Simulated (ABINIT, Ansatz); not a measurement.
# Sr3BiN (Pm-3m): G0W0 on several meshes in ABINIT, part 2 of 2

Wanted: mesh dependence and cost of G0W0 for Sr3BiN (Pm-3m).

ABINIT 10.8.3; LDA and many-body steps on it, plane waves. Known limits of the many-body steps: not at the basis limit; model gap, bands may invert with spin-orbit coupling; screening runs away on this mesh; no spin-orbit coupling; coarse k mesh.

So far. Step 4 (2×2×2): The gap on the mesh goes from 0.26 eV to 0.47 eV, a correction of +0.21 eV. Step 5 (Empty states on the mesh, 4×4×4 mesh, 223 bands): On this mesh the gap is 0.259 eV.

**7. 4×4×4**

This step: G0W0 on LDA, plane waves, norm-conserving pseudopotentials.

File run.abi:

```
acell 3*1.0 Angstrom
rprim 
  5.234939930000 0.000000000000 0.000000000000
  0.000000000000 5.234939930000 0.000000000000
  0.000000000000 0.000000000000 5.234939930000
ntypat 3
znucl 38 83 7
natom 5
typat 1 1 1 2 3
xred 
  0.500000000000 0.500000000000 0.000000000000
  0.000000000000 0.500000000000 0.500000000000
  0.500000000000 0.000000000000 0.500000000000
  0.000000000000 0.000000000000 0.000000000000
  0.500000000000 0.500000000000 0.500000000000
pp_dirpath "pseudos"
pseudos "Sr.upf, Bi.upf, N.upf"
ecut 36
ngkpt 4 4 4
nshiftk 1
shiftk 0 0 0
kptopt 1
chksymbreak 0
istwfk *1
occopt 1
irdwfk 1
optdriver 4
nband 203
gwcalctyp 0
ecutsigx 36
symsigma 1
nkptgw 1
kptgw 
  0.0000000000 0.0000000000 0.0000000000
bdgw 
  27 31
ecuteps 5.2
irdscr 1
ppmodel 1
indata_prefix "in"
outdata_prefix "out"
tmpdata_prefix "tmp"
```

The run is started by

```bash
OMP_NUM_THREADS=1 mpirun -n 8 abinit run.abi > log
```

Numbers of over 12 decimals in the logs are rounded to 6 here.

The program printed:

```text
.Version 10.8.3 of ABINIT. v10.8.2 released Aug 2026.

 Symmetries : space group Pm -3 m (#221); Bravais cP (primitive cubic)
[... echo of the input left out ...]
== DATASET  1 ==================================================================
-   mpi_nproc: 8, omp_nthreads: 1 (-1 if OMP is not activated)

--- !DatasetInfo
iteration_state: {dtset: 1, }
dimensions: {natom: 5, nkpt: 10, mband: 203, nsppol: 1, nspinor: 1, nspden: 1, mpw: 10026, }
cutoff_energies: {ecut:  36.0, pawecutdg:  -1.0, }
electrons: {nelect:   5.80000000E+01, charge:   0.00000000E+00, occopt:   1.00000000E+00, tsmear:   1.00000000E-02, }

 SIGMA: Calculation of the GW corrections

 Based on a program developped by R.W. Godby, V. Olevano, G. Onida, and L. Reining.
 Incorporated in ABINIT by V. Olevano, G.-M. Rignanese, and M. Torrent.
.Using double precision arithmetic ; gwpc =  8

[... cell and pseudopotentials left out ...]
--------------------------------------------------------------------------------

 ==== K-mesh for the wavefunctions ====
 Number of points in the irreducible wedge :    10
[... list of points left out ...]
 Together with 48 symmetry operations and time-reversal symmetry
 yields    64 points in the full Brillouin Zone.

 ==== Q-mesh for screening function ====
 Number of points in the irreducible wedge :    10
[... list of points left out ...]
 Together with 48 symmetry operations and time-reversal symmetry
 yields    64 points in the full Brillouin Zone.

 vcoul_init : cutoff-mode = AUXILIARY_FUNCTION
 q-points for optical limit:   1
     1)      0.000010    0.000020    0.000030
 setmesh: FFT mesh size selected  =    54x   54x   54
          total number of points  =       157464

 Number of electrons calculated from density =   58.0000; Expected =   58.0000
[...]
number of q-points in IBZ                          10
 number of symmetry operations                      48
 number of k-points in BZ                           64
 number of q-points in BZ                           64
 number of frequencies for dSigma/dE                 9
 frequency step for dSigma/dE [eV]                0.25
 number of omega for Sigma on real axis              0
 max omega for Sigma on real axis  [eV]           0.00
 zcut for avoiding poles [eV]                     0.10

 EPSILON^-1 parameters (SCR file):
 dimension of the eps^-1 matrix on file            515
 dimension of the eps^-1 matrix used               515
 number of plane-waves for wavefunctions          9939
 number of bands                                   203
 number of q-points in IBZ                          10
 number of frequencies                               2
 number of real frequencies                          1
 number of imag frequencies                          1

 matrix elements of self-energy operator (all in [eV])

 Perturbative Calculation

--- !SelfEnergy_ee
iteration_state: {dtset: 1, }
kpoint     : [   0.000,    0.000,    0.000, ]
spin       : 1
KS_gap     :    0.259
QP_gap     :    0.504
Delta_QP_KS:    0.245
data: !SigmaeeData |
     Band     E0 <VxcDFT>   SigX SigC(E0)      Z dSigC/dE  Sig(E)    E-E0       E
       27   6.971 -14.477 -16.742   2.337   0.748  -0.337 -14.423   0.053   7.024
       28   6.971 -14.477 -16.742   2.337   0.748  -0.337 -14.423   0.053   7.024
       29   6.971 -14.477 -16.742   2.337   0.748  -0.337 -14.423   0.053   7.024
       30   7.229  -8.686  -4.646  -3.667   0.798  -0.253  -8.388   0.299   7.528
       31   7.229  -8.686  -4.646  -3.667   0.798  -0.253  -8.388   0.299   7.528

== END DATASET(S) ==============================================================
================================================================================

 -outvars: echo values of variables after computation  --------
           etotal      0.0000000000E+00
            nband         203
             nkpt          10
          spgroup         221
 [... the other variables as echoed above ...]

 Calculation completed.
```

Run time: 21 s. Hardware: 8 MPI ranks of Arm Neoverse V1, shared host; peak memory 4.8 GiB.

Numbers from this step:

```yaml
g0w0_gap_on_the_points_computed: 0.5040 eV
starting_gap_on_the_mesh: 0.2585 eV
k_of_the_valence_top: 0, 0, 0
k_of_the_conduction_bottom: 0, 0, 0
z_at_the_valence_top: 0.748
z_at_the_conduction_bottom: 0.798
least_direct_g0w0_gap_on_the_computed_points: 0.5040 eV
```

Against G0W0 in ABINIT (2×2×2 mesh, 203 bands, screening to 141.5 eV, Godby-Needs plasmon pole), the gap moves by +0.033 eV.

**8. The runs together**

Times are wall times on 8 MPI ranks of Arm Neoverse V1, shared host, good to a factor of about two. A run's time includes the screening step that it read.

```
  run   mesh  bands  screening cutoff (eV)  DFT gap (eV)  gap on the mesh (eV)  direct (eV)  ε∞ used     time
2×2×2  2×2×2    203                  141.5         0.259                 0.471        0.471   763.46     52 s
4×4×4  4×4×4    203                  141.5         0.259                 0.504        0.504   114.51  6.2 min
```

**9. Results**

```json
{
  "2×2×2": "0.471 eV",
  "4×4×4": "0.504 eV",
  "known limits": "not at the basis limit; model gap, bands may invert with spin-orbit coupling; screening runs away on this mesh; no spin-orbit coupling; coarse k mesh"
}
```

What this shows: 4×4×4: +0.033 eV against 2×2×2. Bands and cutoff are finite, so the gap is not at the basis limit. The miss can reach some tenths of an eV and take either sign; the mesh is an error of its own. In the first G0W0 run levels were corrected at 1 k point alone, so a gap called «on the mesh» is the least over those, and an edge elsewhere would be missed. The 2×2×2 mesh is coarse for this cell, which bears on the long-range parts of exchange and screening. Where an edge is built on 6p states of lead, bismuth or thallium, scalar-relativistic gaps usually stand too wide, by a few tenths to over one eV. With atoms this heavy and so narrow a gap, spin-orbit coupling can invert the bands. These scalar-relativistic gaps are then model values, not to be set against experiment, and a spin-orbit change taken from DFT can't simply be added. On this mesh the RPA ε∞ passes 90, more than nearly any semiconductor shows; a coarse mesh does this where one point with a narrow direct gap carries much weight. The screening is then too strong, and the G0W0 gap should not be taken as the material's.

[Paths, hosts, dates, memory and timing lines, banners, echoed tables and standing remarks are left out of the program output.]

[Logs are printed without paths, hosts, clocks, repeated set-up lines and the standing remarks that a program may print on its own settings, such as how far it seeks lower states.]

[Runs of the session that timed out or met a known fault of the program may be left out.]

[No measured gap is set beside runs whose start may be inverted or whose files or cutoffs have a known fault.]

[Hosts, paths, dates, database ids (printed as entryN), source tags and the programs' standing remarks are cut or masked in the printed files.]

[G0W0 gaps are taken among the corrected bands and points alone; a level outside them can change the order at an edge.]

[Where Ansatz stands beside ABINIT at settings called matched, ABINIT's density can come from a denser mesh and the files from another edition; pairs whose starting gaps differed by over 0.03 eV were left out, so agreement reads better than it is.]
